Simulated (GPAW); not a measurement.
**P (puckered monolayer): G0W0 with GPAW, start to end**

The cell holds 4 atoms: 4 P. Cell: a = 4.363 Å, b = 3.278 Å, c = 13.000 Å, α = 90.0°, β = 90.0°, γ = 90.0°. Vacuum lies along c.

```
P
1.0
     4.36276    0.00000    0.00000
     0.00000    3.27805    0.00000
     0.00000    0.00000   13.00000
P
4
Direct
  0.08035 0.00000 0.58136
  0.41965 0.50000 0.58136
  0.58035 0.50000 0.41864
  0.91965 0.00000 0.41864
```

```yaml
method: DFT, LDA, plane waves, PAW (and 1 further level or step)
program: GPAW 26.7.0
settings_of_one_run: cutoff 550 eV, GPAW PAW setups 1.2.1 data release, 6×8×1 k-mesh
cost: 5 runs, 4.5 min in all on 16 MPI ranks of Arm Neoverse V2, shared host (the runs of this entry)
notes: Values taken over the cell’s volume include its vacuum. The start is a generated structure, not a measured one. Bands and cutoff are finite, so the gap is not at the basis limit. The miss can reach some tenths of an eV and take either sign; the mesh is an error of its own.
lda_gap: 0.57 eV, indirect (only 10 meV under the direct gap)
g0w0_gap_on_the_mesh: 1.33 eV
gw_settings: 6×8×1 mesh, 140 bands, screening to 48 eV, full frequency, Hilbert transform
known_limits: not at the basis limit
```

G0W0 moves the gap on the mesh from 0.58 eV to 1.33 eV (+0.75 eV), with Z of 0.70 and 0.70 at the edges. Only 1 of the mesh's irreducible points was corrected, so a valley elsewhere could overtake.

[Paths, hosts, dates, memory and timing lines, banners, echoed tables and standing remarks are left out of the program output.]

[Logs are printed without paths, hosts, clocks, repeated set-up lines and the standing remarks that a program may print on its own settings, such as how far it seeks lower states.]

[Runs of the session that timed out or met a known fault of the program may be left out.]

[Hosts, paths, dates, database ids (printed as entryN), source tags and the programs' standing remarks are cut or masked in the printed files.]
